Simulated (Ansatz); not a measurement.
# Cu2Rh2Au: relaxing a made-up structure

Starting from a made-up structure for Cu2Rh2Au, the aim is the relaxed cell, its shortest contacts and, where a second run follows, its electronic structure.

Calculated with Ansatz 0.2.0; DFT, PBE, plane-wave PAW, files of the set soft_1, scalar-relativistic, ferromagnetic start, cell and ions relaxed at zero pressure; PAW set soft_1.

## 1. The structure

The structure is trigonal, space group P-3m1 (No. 164). Conventional cell: a = 4.007 Å, b = 4.007 Å, c = 5.015 Å, α = 90.00°, β = 90.00°, γ = 120.00°. Au has 6 Cu at 2.51 Å nearest. Nearest to Rh lie 5 Cu at 2.41 to 2.60 Å. Nearest to Cu lie 5 Rh at 2.41 to 2.60 Å and 3 Au at 2.51 Å. Farther neighbours are not listed.

## 2. Relaxation of the guess

The guessed cell has no reason to be at equilibrium. It is relaxed with the atoms, within the space group of the guess.

input.yaml

```yaml
crystal:
  lattice:
    - [4.007, 0.0, 0.0]
    - [-2.0035, 3.470163793, 0.0]
    - [0.0, 0.0, 5.015]
  atoms:
    - { symbol: Au, position: [0.0, 0.0, 0.0] }
    - { symbol: Rh, position: [0.333333333, 0.666666667, 0.6749], spin: 0.6 }
    - { symbol: Rh, position: [0.666666667, 0.333333333, 0.3251], spin: 0.6 }
    - { symbol: Cu, position: [0.333333333, 0.666666667, 0.1933], spin: 0.6 }
    - { symbol: Cu, position: [0.666666667, 0.333333333, 0.8067], spin: 0.6 }
magnetization:
  spin_polarized: true
kpoints:
  mp_grid: { grid: [8, 8, 6] }
scf:
  occupations: { method: fermi_dirac, width: 0.05 }
hamiltonian:
  xc: pbe
  pseudopotentials: { kind: paw, azcp: { folder: soft_1 } }
relax:
  f_tol: 0.015
  max_steps: 70
  cell: {}
output:
  forces: true
  stress: true
```

Run with:

```bash
ansatz run input.yaml --threads 4 --pin off --max-ram 8192MiB --backend cpu --events-out ev --progress --plain --runs-dir out
```

Numbers of over 12 decimals in the logs are rounded to 6 here.

Output:

```text
Engine: ansatz 0.2.0, x86_64-unknown-linux-gnu
Pseudopotentials: kind: paw
Pseudopotential: Au, paw, valence charge 19, recommended cutoff 420 eV (normal), soft_1/Au.paw.azcp
Pseudopotential: Rh, paw, valence charge 17, recommended cutoff 420 eV (normal), soft_1/Rh.paw.azcp
Pseudopotential: Cu, paw, valence charge 19, recommended cutoff 420 eV (normal), soft_1/Cu.paw.azcp
Functional definition: PBE
  parameter kappa = 0.804
  parameter beta = 0.066725
  exchange = pbe_x(kappa = kappa, mu = beta*pi^2/3)
  correlation = pbe_c(beta = beta)
Crystal: 5 atoms, lattice volume = 69.733 Å³
Basis set: ecut = 420 eV, 1385 PW (Γ), exchange–correlation on 54×54×72 points (8 copies of the dense FFT grid, shifted against one another)
Bands: 57, of which v1, the nominal top of the filled ones, is band 46 counted from 1 (45 counted from 0)
Symmetry: 12 space group operations
Space group: P-3m1 (ITA 164), of the structure as read, at distance tolerance 4.1e-5 Å
Magnetic group: BNS 164.85 (UNI 1315), of the structure as read, at distance tolerance 4.1e-5 Å
k-points: 50 of 384
Non-local potential: Au, projectors of the file, l = 0: 3, l = 1: 2, l = 2: 2, l = 3: 1
Non-local potential: Rh, projectors of the file, l = 0: 3, l = 1: 2, l = 2: 2, l = 3: 1
Non-local potential: Cu, projectors of the file, l = 0: 3, l = 1: 2, l = 2: 3, l = 3: 1
PAW form: soft (Blöchl's): semilocal exchange-correlation on the pseudo side does not see the compensation charge
PAW one-centre angular grid: Au, 590 points (default); XC on 64 Gauss nodes
PAW one-centre angular grid: Rh, 590 points (default); XC on 64 Gauss nodes
PAW one-centre angular grid: Cu, 590 points (default); XC on 64 Gauss nodes
Initial density: superposition of atomic densities (chi_scale 0.1, normalization cell)
Starting moments: Σ|m| = 2.4 μB on 4 of 5 sites
Initial wavefunctions: pseudopotential atomic-orbital guess
Functional: x = pbe(κ = 0.804, μ = 0.219515), c = pbe(β = 0.066725)
SCF iter   1: F=—  HF=-39208.677147 eV  |F-HF|=—  |Δ(HF+E_count)|=         —  Δρ=1.29e-1 (↑9.78e-2 ↓1.29e-1)  dr2=2.52e1  dr2_m=1.84e-1  M=1.659 μB ∫|m|=1.659 μB  β_m=0.30  ethr=3.10e-3  ⟨swp⟩=5.5  Hψ=18550  notcnv=0  defer=2
Mixer restart at iter 1: flushing history
preconditioner: auto → Kerker (q_TF=auto, 2.852 Å⁻¹)  [metal: Δε(μ)=0.009 eV  Ē_g=9.689 eV  σ=0.050 eV  W_gap=0.04  n_scr=22 (ndim 8)  ℏωp=31.8 eV  f_vac=0.022  D(μ)=8.87/eV (n_scr^D=120)]
spin=Collinear: Kerker preconditioning applied to the charge; magnetization (m = ρ↑ − ρ↓) channel mixes plain (no charge-response kernel on spin).
SCF iter   2: F=—  HF=-39206.201921 eV  |F-HF|=—  |Δ(HF+E_count)|=    2.48e0  Δρ=3.48e-2 (↑3.41e-2 ↓3.48e-2)  dr2=3.25e0  dr2_m=3.16e-2  M=1.402 μB ∫|m|=1.402 μB  β_m=0.30  ethr=3.10e-3  ⟨swp⟩=2.0  Hψ=11965  notcnv=0  defer=336
SCF iter   3: F=—  HF=-39205.360833 eV  |F-HF|=—  |Δ(HF+E_count)|=   8.41e-1  Δρ=3.28e-2 (↑2.17e-2 ↓3.28e-2)  dr2=1.95e0  dr2_m=3.45e-2  M=1.463 μB ∫|m|=1.463 μB  β_m=0.39  ethr=3.10e-3  ⟨swp⟩=2.0  Hψ=8997  notcnv=0  defer=355
SCF iter   4: F=—  HF=-39204.927486 eV  |F-HF|=—  |Δ(HF+E_count)|=   4.33e-1  Δρ=8.41e-3 (↑6.76e-3 ↓8.41e-3)  dr2=1.39e-1  dr2_m=5.36e-3  M=1.362 μB ∫|m|=1.386 μB  β_m=0.64  ethr=2.14e-3  ⟨swp⟩=2.0  Hψ=8315  notcnv=0  defer=355
SCF iter   5: F=—  HF=-39204.964693 eV  |F-HF|=—  |Δ(HF+E_count)|=         —  Δρ=8.74e-3 (↑8.26e-3 ↓8.74e-3)  dr2=1.04e-1  dr2_m=1.98e-3  M=1.370 μB ∫|m|=1.455 μB  β_m=0.64  ethr=1.53e-4  ⟨swp⟩=2.1  Hψ=9756  notcnv=0  defer=360
Mixer restart at iter 5: flushing history
SCF iter   6: F=—  HF=-39204.984234 eV  |F-HF|=—  |Δ(HF+E_count)|=   1.95e-2  Δρ=6.29e-3 (↑3.46e-3 ↓6.29e-3)  dr2=3.49e-2  dr2_m=3.74e-3  M=1.444 μB ∫|m|=1.541 μB  β_m=0.62  ethr=1.14e-4  ⟨swp⟩=2.0  Hψ=8745  notcnv=0  defer=360
SCF iter   7: F=—  HF=-39204.983887 eV  |F-HF|=—  |Δ(HF+E_count)|=   3.47e-4  Δρ=8.76e-3 (↑7.63e-3 ↓8.76e-3)  dr2=1.14e-1  dr2_m=6.15e-4  M=1.405 μB ∫|m|=1.509 μB  β_m=0.51  ethr=3.83e-5  ⟨swp⟩=2.0  Hψ=11256  notcnv=0  defer=360
SCF iter   8: F=—  HF=-39204.966752 eV  |F-HF|=—  |Δ(HF+E_count)|=   1.71e-2  Δρ=1.41e-3 (↑1.04e-3 ↓1.41e-3)  dr2=5.56e-4  dr2_m=6.56e-4  M=1.475 μB ∫|m|=1.589 μB  β_m=0.76  ethr=3.83e-5  ⟨swp⟩=2.0  Hψ=9704  notcnv=0  defer=360
SCF iter   9: F=—  HF=-39204.967987 eV  |F-HF|=—  |Δ(HF+E_count)|=   1.24e-3  Δρ=1.14e-3 (↑6.39e-4 ↓1.14e-3)  dr2=8.08e-4  dr2_m=3.06e-4  M=1.499 μB ∫|m|=1.617 μB  β_m=0.88  ethr=6.11e-7  ⟨swp⟩=2.0  Hψ=8295  notcnv=0  defer=360
SCF iter  10: F=—  HF=-39204.967828 eV  |F-HF|=—  |Δ(HF+E_count)|=   1.59e-4  Δρ=3.34e-4 (↑2.72e-4 ↓3.34e-4)  dr2=9.87e-5  dr2_m=1.06e-5  M=1.521 μB ∫|m|=1.644 μB  β_m=0.87  ethr=6.11e-7  ⟨swp⟩=2.0  Hψ=7722  notcnv=0  defer=360
SCF iter  11: F=—  HF=-39204.967914 eV  |F-HF|=—  |Δ(HF+E_count)|=   8.60e-5  Δρ=6.09e-5 (↑3.79e-5 ↓6.09e-5)  dr2=4.38e-6  dr2_m=2.25e-7  M=1.526 μB ∫|m|=1.652 μB  β_m=0.93  ethr=1.08e-7  ⟨swp⟩=2.2  Hψ=8669  notcnv=0  defer=360
SCF iter  12: F=—  HF=-39204.967888 eV  |F-HF|=—  |Δ(HF+E_count)|=   2.59e-5  Δρ=1.39e-5 (↑1.11e-5 ↓1.39e-5)  dr2=6.65e-7  dr2_m=5.51e-9  M=1.526 μB ∫|m|=1.652 μB  β_m=0.97  ethr=4.81e-9  ⟨swp⟩=2.2  Hψ=7398  notcnv=0  defer=360
SCF iter  13: F=—  HF=-39204.967888 eV  |F-HF|=—  |Δ(HF+E_count)|=   3.16e-8  Δρ=8.45e-6 (↑5.59e-6 ↓8.45e-6)  dr2=1.87e-7  dr2_m=2.53e-9  M=1.526 μB ∫|m|=1.652 μB  β_m=0.98  ethr=7.31e-10  ⟨swp⟩=2.1  Hψ=6761  notcnv=0  defer=360
SCF iter  14: F=-39204.967888 eV  HF=-39204.967888 eV  |F-HF|=1.21e-8  |Δ(HF+E_count)|=   1.10e-8  Δρ=2.38e-6 (↑2.38e-6 ↓2.06e-6)  dr2=1.84e-8  dr2_m=1.41e-10  M=1.526 μB ∫|m|=1.652 μB  ethr=1.10e-10  ⟨swp⟩=2.0  Hψ=17868  notcnv=0
SCF 1 converged in 14 iterations: F = -39204.967888 eV  dr2 = 1.84e-8
  greatest PAW one-centre occupation: 1.000 electrons in one spin orbital (limit 2), on the Au atom at site 0 (counted from 0), in its partial waves of l = 0
relax step   1: F+E_penalty+E_count = -39204.96788810 eV  Δ(F+E_penalty+E_count) = +0.000e0 eV  max|allowed force component| = 1.133e0 eV/Å  Δτ_max = 0.0000 Å  P = +21.602 GPa  Ω = 69.733 Å³  (14 SCF iters, dr2 threshold 1.00e-7 eV, accepted)
Crystal: 5 atoms, lattice volume = 76.917 Å³
Basis set: ecut = 420 eV, 1487 PW (Γ), exchange–correlation on 54×54×72 points (8 copies of the dense FFT grid, shifted against one another)
Initial density: handed on by an earlier stage of this run
Starting moments: Σ|m| = 2.4 μB on 4 of 5 sites; this step starts from the density that it was given
Initial wavefunctions: those handed on with the density
iter 1 solved again at ethr=3.58e-4 eV; its pass at ethr=3.10e-3 eV (dr2=3.26e-1 eV) is discarded
[...]
relax step   8: F+E_penalty+E_count = -39205.76972114 eV  Δ(F+E_penalty+E_count) = -2.481e-4 eV  max|allowed force component| = 1.282e-3 eV/Å  Δτ_max = 0.0015 Å  P = -0.009 GPa  Ω = 77.099 Å³  energy of the carried Pulay correction = -5.105e-3 eV  (7 SCF iters, dr2 threshold 5.00e-7 eV, accepted)
Basis set: ecut = 420 eV, 1487 PW (Γ), exchange–correlation on 60×60×72 points (8 copies of the dense FFT grid, shifted against one another)
Initial wavefunctions: pseudopotential atomic-orbital guess (no wavefunctions were taken with the density)
iter 1 solved again at ethr=5.78e-7 eV; its pass at ethr=3.10e-3 eV (dr2=5.26e-4 eV) is discarded
SCF iter   1: F=—  HF=-39205.716400 eV  |F-HF|=—  |Δ(HF+E_count)|=         —  Δρ=2.05e-3 (↑2.05e-3 ↓1.85e-3)  dr2=4.76e-4  dr2_m=1.44e-5  M=2.147 μB ∫|m|=2.315 μB  β_m=0.65  ethr=5.78e-7  ⟨swp⟩=3.0  Hψ=33341  notcnv=0
preconditioner: auto → Kerker (q_TF=auto, 2.410 Å⁻¹)  [metal: Δε(μ)=0.010 eV  Ē_g=9.439 eV  σ=0.050 eV  W_gap=0.05  n_scr=20 (ndim 8)  ℏωp=30.2 eV  f_vac=0.027  D(μ)=5.23/eV (n_scr^D=58)]
spin=Collinear: Kerker preconditioning applied to the charge; magnetization (m = ρ↑ − ρ↓) channel mixes plain (no charge-response kernel on spin).
SCF iter   2: F=—  HF=-39205.766803 eV  |F-HF|=—  |Δ(HF+E_count)|=   5.04e-2  Δρ=7.48e-4 (↑7.48e-4 ↓7.00e-4)  dr2=1.09e-4  dr2_m=3.36e-6  M=2.148 μB ∫|m|=2.316 μB  β_m=0.54  ethr=5.23e-7  ⟨swp⟩=2.0  Hψ=9240  notcnv=0
SCF iter   3: F=—  HF=-39205.772230 eV  |F-HF|=—  |Δ(HF+E_count)|=   5.43e-3  Δρ=4.44e-4 (↑4.26e-4 ↓4.44e-4)  dr2=1.49e-4  dr2_m=1.34e-6  M=2.148 μB ∫|m|=2.315 μB  β_m=0.43  ethr=1.20e-7  ⟨swp⟩=2.0  Hψ=10251  notcnv=0
SCF iter   4: F=—  HF=-39205.773358 eV  |F-HF|=—  |Δ(HF+E_count)|=   1.13e-3  Δρ=1.87e-4 (↑1.87e-4 ↓1.79e-4)  dr2=1.40e-5  dr2_m=3.51e-7  M=2.148 μB ∫|m|=2.315 μB  β_m=0.52  ethr=1.20e-7  ⟨swp⟩=2.0  Hψ=7546  notcnv=0
SCF iter   5: F=—  HF=-39205.773696 eV  |F-HF|=—  |Δ(HF+E_count)|=   3.38e-4  Δρ=5.62e-5 (↑5.54e-5 ↓5.62e-5)  dr2=4.45e-6  dr2_m=4.67e-8  M=2.148 μB ∫|m|=2.315 μB  β_m=0.67  ethr=1.53e-8  ⟨swp⟩=2.0  Hψ=7401  notcnv=0
SCF iter   6: F=—  HF=-39205.773729 eV  |F-HF|=—  |Δ(HF+E_count)|=   3.31e-5  Δρ=9.43e-6 (↑7.83e-6 ↓9.43e-6)  dr2=4.38e-7  dr2_m=4.60e-9  M=2.148 μB ∫|m|=2.315 μB  β_m=0.83  ethr=4.89e-9  ⟨swp⟩=1.5  Hψ=6211  notcnv=0
SCF iter   7: F=—  HF=-39205.773729 eV  |F-HF|=—  |Δ(HF+E_count)|=   1.52e-7  Δρ=1.38e-5 (↑8.63e-6 ↓1.38e-5)  dr2=2.72e-7  dr2_m=7.18e-9  M=2.148 μB ∫|m|=2.316 μB  β_m=0.92  ethr=4.82e-10  ⟨swp⟩=2.0  Hψ=7569  notcnv=0
SCF iter   8: F=—  HF=-39205.773729 eV  |F-HF|=—  |Δ(HF+E_count)|=   3.30e-8  Δρ=1.31e-6 (↑1.22e-6 ↓1.31e-6)  dr2=3.79e-9  dr2_m=8.75e-11  M=2.148 μB ∫|m|=2.316 μB  β_m=0.96  ethr=2.99e-10  ⟨swp⟩=2.1  Hψ=6872  notcnv=0
SCF iter   9: F=—  HF=-39205.773729 eV  |F-HF|=—  |Δ(HF+E_count)|=  8.66e-10  Δρ=6.22e-7 (↑4.47e-7 ↓6.22e-7)  dr2=1.64e-9  dr2_m=1.34e-11  M=2.148 μB ∫|m|=2.316 μB  β_m=0.97  ethr=4.17e-12  ⟨swp⟩=2.0  Hψ=10266  notcnv=0
SCF iter  10: F=—  HF=-39205.773729 eV  |F-HF|=—  |Δ(HF+E_count)|=   1.64e-9  Δρ=4.23e-7 (↑3.20e-7 ↓4.23e-7)  dr2=3.23e-10  dr2_m=3.46e-12  M=2.148 μB ∫|m|=2.316 μB  β_m=0.87  ethr=1.80e-12  ⟨swp⟩=2.0  Hψ=8251  notcnv=0
SCF iter  11: F=—  HF=-39205.773729 eV  |F-HF|=—  |Δ(HF+E_count)|=  2.04e-10  Δρ=2.36e-7 (↑8.88e-8 ↓2.36e-7)  dr2=1.09e-10  dr2_m=5.49e-12  M=2.148 μB ∫|m|=2.316 μB  β_m=0.93  ethr=1.00e-12  ⟨swp⟩=1.1  Hψ=5710  notcnv=0
SCF iter  12: F=—  HF=-39205.773729 eV  |F-HF|=—  |Δ(HF+E_count)|=  1.89e-10  Δρ=1.44e-7 (↑6.29e-8 ↓1.44e-7)  dr2=4.42e-11  dr2_m=1.80e-12  M=2.148 μB ∫|m|=2.316 μB  β_m=0.97  ethr=1.00e-12  ⟨swp⟩=1.1  Hψ=5711  notcnv=0
SCF iter  13: F=—  HF=-39205.773729 eV  |F-HF|=—  |Δ(HF+E_count)|=  5.09e-11  Δρ=1.47e-7 (↑7.63e-8 ↓1.47e-7)  dr2=5.68e-11  dr2_m=1.13e-12  M=2.148 μB ∫|m|=2.316 μB  β_m=0.91  ethr=1.00e-12  ⟨swp⟩=1.0  Hψ=5700  notcnv=0
SCF iter  14: F=-39205.773729 eV  HF=-39205.773729 eV  |F-HF|=1.46e-11  |Δ(HF+E_count)|=    0.00e0  Δρ=2.51e-8 (↑1.46e-8 ↓2.51e-8)  dr2=1.44e-12  dr2_m=2.37e-14  M=2.148 μB ∫|m|=2.316 μB  ethr=1.00e-12  ⟨swp⟩=2.0  Hψ=14789  notcnv=0
SCF 9 converged in 14 iterations: F = -39205.773729 eV  dr2 = 1.44e-12
relax step   9: F+E_penalty+E_count = -39205.77372898 eV  Δ(F+E_penalty+E_count) = -4.008e-3 eV  max|allowed force component| = 1.372e-3 eV/Å  Δτ_max = 0.0000 Å  P = -0.041 GPa  Ω = 77.099 Å³  stress off target by 4.14e-2 GPa  SCF on the basis re-selected at this cell (its energy is not comparable with the rows above)  (14 SCF iters)
basis re-selected at this cell: Δ(F+E_penalty+E_count) = -4.008e-3 eV, ΔP = -0.032 GPa vs the last step (what re-selecting the basis moved, of the pressure what is left beyond the Pulay correction that the steps carried, after the strain that the cell walked since its last selection, with what the two solves' SCF thresholds leave and, on support functions, any second-order correction that the steps lacked; it is no measure of the basis error at this ecutwfc). The dense FFT grid was sized anew with the basis: this SCF ran on 30×30×36 points, the steps before it on 27×27×36, so part of this shift can come from that change (see relax.cell in the input reference). [rest of the remark cut]
SCF converged after 14 iterations
Magnetization: 2.1483 μB (46.5742 up, 44.4258 down)
Absolute magnetization: 2.3165 μB (∫|ρ↑−ρ↓|, with the PAW one-centre terms)
Spin contamination: 0.0257 ħ² per cell (⟨S²⟩ above its minimum at these occupations)
Per-site moments (μB) at R_I (Å): [(0.045246, 1.041839), (0.880022, 1.016233), (0.880022, 1.016233), (0.122374, 1.016233), (0.122374, 1.016233)]
Free energy (F): -39205.773729 eV
Harris-Foulkes:  -39205.773729 eV  (|F-HF|=1.46e-11)
Internal energy: -39205.730041 eV  (E = F + TS)
E sigma→0 (E₀):  -39205.751885 eV
Entropy (-TS):   -0.043688 eV (-8.738 meV/atom)
Fermi energy:    16.683120 eV
--- Per-component energies (eV) ---
  E_band       = -1329.774233
  E_kinetic    = 2170.412849
  E_local      = -15781.877803  (includes V_loc(G=0)·N_el)
  E_nonlocal   = 2477.307823
  E_hartree    = 6600.496073
  E_xc         = -753.761366
  E_vxc        = -941.823191  (∫ρ·V_xc dr)
  E_paw        = -20567.657784  (= ΣΔE_a)
  E_vpaw       = -2454.790067  (= ΣTr[D̂ρ^β])
  E_aug_tail   = 0.004062  (compensation charges beyond the density's cutoff)
  E_ewald      = -13350.653895
  E_smearing   = -0.043688  (= −TS)
  E_closure    = -0.000000  (closes the sum)
  Σ components = -39205.773729   (vs F -39205.773729, Δ=0.00e0)
--- Forces (eV/Å), atoms counted from 1 ---
  atom   1  Au    -0.00000000    -0.00000000     0.00000000
  atom   2  Rh    -0.00000000    -0.00000000    -0.00049239
  atom   3  Rh     0.00000000     0.00000000     0.00049239
  atom   4  Cu     0.00000000     0.00000000     0.00137228
  atom   5  Cu    -0.00000000    -0.00000000    -0.00137228
  max |Σ_I F_I| component: 2.17e-19 eV/Å
--- Stress (GPa, compression-positive) ---
       -0.040362      -0.000000      -0.000000
       -0.000000      -0.040362      -0.000000
       -0.000000      -0.000000      -0.041439
  P = ⅓ Tr σ = -0.0407 GPa (-0.407 kbar)
--- Relaxed structure (8 steps of the walk, 7 accepted, 1 SCFs on fresh bases) ---
  F+E_penalty+E_count = -39205.77372898 eV   max|allowed force component| = 1.372e-3 eV/Å   (the final SCF, on the basis selected at the relaxed cell)
  cell:  # Å, volume = 77.0990 Å³
    - [4.177693, 0.0, 0]
    - [-2.088846, 3.617988, 0]
    - [0, 0, 5.100881]
  atoms:
    - { symbol: Au, position: [0, 0, 0] }
    - { symbol: Rh, position: [0.333333, 0.666667, 0.629851] }
    - { symbol: Rh, position: [0.666667, 0.333333, 0.370149] }
    - { symbol: Cu, position: [0.333333, 0.666667, 0.146877] }
    - { symbol: Cu, position: [0.666667, 0.333333, 0.853123] }
```

Run time: 82 s. Hardware: 4 threads of Intel Xeon Platinum 8488C (Sapphire Rapids), shared host; peak memory 0.78 GiB; 4.5 min of CPU time.

Step by step:

| step | energy less that of the first step (eV) | largest force component (eV/Å) | pressure (GPa) | volume (Å³) |
| --- | --- | --- | --- | --- |
| 1 | 0.0000 | 1.1327 | 21.60 | 69.73 |
| 2 | -0.5866 | 0.5582 | 1.27 | 76.92 |
| 3 | -0.6884 | 0.4503 | -0.58 | 77.53 |
| 4 | -0.7925 | 0.2519 | 0.16 | 77.17 |
| 5 | -0.7917 | 0.3015 | 0.31 | 76.94 |
| 6 | -0.8009 | 0.0500 | -0.06 | 77.16 |
| 7 | -0.8016 | 0.0371 | 0.20 | 77.00 |
| 8 | -0.8018 | 0.0013 | -0.01 | 77.10 |
| 9* | -0.8058 | 0.0014 | -0.04 | 77.10 |

Relaxation steps marked * repeat the geometry before them on a plane-wave basis chosen anew for their cell, so energy and pressure can jump there. Relaxation step 5 was tried and not accepted.

Forces are held to the 12 operations that the run works with; a distortion that breaks them can't arise in this run.

| conventional cell, symmetrised | before | after | change |
| --- | --- | --- | --- |
| a (Å) | 4.007 | 4.178 | +4.3 % |
| b (Å) | 4.007 | 4.178 | +4.3 % |
| c (Å) | 5.015 | 5.101 | +1.7 % |
| volume (Å³/atom) | 13.95 | 15.42 | +10.6 % |

The atoms that moved most (Å, as changes of fractional coordinates times the final cell):

| atom | dx | dy | dz | length |
| --- | --- | --- | --- | --- |
| Cu5 | 0.000 | 0.000 | 0.237 | 0.237 |
| Cu4 | 0.000 | 0.000 | -0.237 | 0.237 |
| Rh3 | 0.000 | 0.000 | 0.230 | 0.230 |
| Rh2 | 0.000 | 0.000 | -0.230 | 0.230 |

The relaxed structure:

```
Au Rh Cu
1.0
     4.17769    0.00000    0.00000
    -2.08885    3.61799    0.00000
     0.00000    0.00000    5.10088
Au Rh Cu
1 2 2
Cartesian
  0.0000 0.0000 0.0000
  0.0000 2.4120 3.2128
  2.0888 1.2060 1.8881
  0.0000 2.4120 0.7492
  2.0888 1.2060 4.3517
```

This step gave:

```yaml
free_energy: -39205.7737 eV
energy_at_zero_smearing: -39205.7519 eV
smearing_term_ts: 0.04369 eV
fermi_energy: 16.68 eV
magnetization: 2.148 μB
absolute_magnetization: 2.317 μB
site_moments: 0.04525, 0.8800, 0.8800, 0.1224, 0.1224 μB
electrons: 91
symmetry_operations: 12
pressure: -0.04072 GPa
```

Site moment by atom:

| atom | site moment (μB) |
| --- | --- |
| Au1 | 0.045 |
| Rh2 | 0.880 |
| Rh3 | 0.880 |
| Cu4 | 0.122 |
| Cu5 | 0.122 |

The shortest distance of each pair, which need not be the same contact before and after:

| pair | guess (Å) | relaxed (Å) |
| --- | --- | --- |
| Cu–Rh | 2.406 | 2.464 |
| Au–Cu | 2.508 | 2.526 |
| Rh–Rh | 2.903 | 2.752 |
| Cu–Cu | 3.018 | 2.840 |
| Au–Rh | 2.830 | 3.063 |

The relaxation ends with a largest force component of 0.0014 eV/Å and a pressure of -0.04 GPa.

## 3. Outcome

- space group, relaxed: P-3m1
- conventional cell: a = 4.178, b = 4.178, c = 5.101 Å; α = 90.0°, β = 90.0°, γ = 120.0°
- volume per atom: 15.42 Å³ (guess 13.95)
- total moment: 2.15 μB in the cell of 5 atoms

**Reading.** Cu2Rh2Au relaxes to P-3m1 with a = 4.178, b = 4.178 and c = 5.101 Å. The guessed volume was 10 % too small. The space group P-3m1 was held in the relaxation, so the end point is a stationary structure within it and may be a saddle against distortions or other arrangements. The input starts from parallel moments, and no other start was typed. Mesh and cutoff weren't tested. Spin-orbit coupling is left out, which can matter for elements this heavy. No dispersion term is used, so weakly bound directions may come out too long. Nothing here tests whether the compound is stable against decomposition.

[Logs are printed without paths, hosts, clocks, repeated set-up lines and the standing remarks that a program may print on its own settings, such as how far it seeks lower states.]

[Hosts, paths, dates, database ids (printed as entryN), source tags and the programs' standing remarks are cut or masked in the printed files.]
